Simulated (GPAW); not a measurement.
The Mg K edge of atom 1 in LiMg (P-6m2), with 6 Li at 3.09 Å and 6 Mg at 3.11 Å (anticuboctahedral, as in hcp, site symmetry -6m2), was computed in 2 ways: excited-electron core hole (neutral cell) and no core hole. Program and functional: GPAW, LDA, Gaussian full width 0.9 eV up to 4 eV, rising linearly to 3.5 eV at 25 eV; cells of 2 and 8 atoms (the run without a hole in the smaller).

Each run is counted from its own lowest empty level or Fermi level and scaled to a mean of 1 over its first 20 eV.

```tsv
E (eV)	run 1	run 2
-2.00	0.00	0.00
-1.25	0.00	0.00
-0.50	0.09	0.07
0.25	0.55	0.55
1.00	0.75	1.06
1.75	0.59	1.00
2.50	0.74	0.79
3.25	0.78	0.84
4.00	0.67	1.05
4.75	0.74	0.90
5.50	0.80	1.12
6.25	0.88	1.18
7.00	0.90	1.26
7.75	0.93	1.38
8.50	1.06	1.27
9.25	1.10	1.26
10.00	1.24	1.34
10.75	1.32	1.25
11.50	1.29	1.15
12.25	1.27	1.12
13.00	1.33	1.07
13.75	1.32	1.08
14.50	1.30	1.10
15.25	1.30	1.00
16.00	1.24	0.85
16.75	1.14	0.73
17.50	1.04	0.67
18.25	0.93	0.62
19.00	0.83	0.58
19.75	0.77	0.57
20.50	0.74	0.59
21.25	0.73	0.62
22.00	0.72	0.65
22.75	0.72	0.67
23.50	0.72	0.66
24.25	0.72	0.64
25.00	0.70	0.61
25.75	0.67	0.60
26.50	0.63	0.61
27.25	0.61	0.64
28.00	0.62	0.70
28.75	0.67	0.77
29.50	0.75	0.82
30.25	0.83	0.86
31.00	0.88	0.87
31.75	0.90	0.85
```

Question: Which run is which?

Run 1: no core hole (area from −2 to 6 eV 4.4, main maxima 0.8 eV (0.83), 6.6 eV (0.93), 10.9 eV (1.33) and 13.3 eV (1.33)). Run 2: excited-electron core hole (neutral cell) (area from −2 to 6 eV 5.7, main maxima 1.0 eV (1.06), 7.7 eV (1.38), 10.0 eV (1.34) and 14.3 eV (1.10)). With each curve scaled to its own mean, the area from −2 to 6 eV with the hole is 5.7 against 4.4, and the centre of weight from −1 to 20 eV moves by -1.3 eV: the hole pulls the absorber's empty states down.

[Banner, clock and machine lines of the logs are left out without a mark of their own.]

[Logs are printed without paths, hosts, clocks, repeated set-up lines and the standing remarks that a program may print on its own settings, such as how far it seeks lower states.]

[Hosts, paths, dates, database ids (printed as entryN), source tags and the programs' standing remarks are cut or masked in the printed files.]

[Lists of maxima count a maximum above −3 eV only where it reaches 4 % of the highest in the window and stands out from its surroundings by 2 % of it (1.5 % where it reaches 55 %); shoulders and weaker maxima are passed over, and of the rest the first, up to two pre-edge ones and the few strongest are named.]
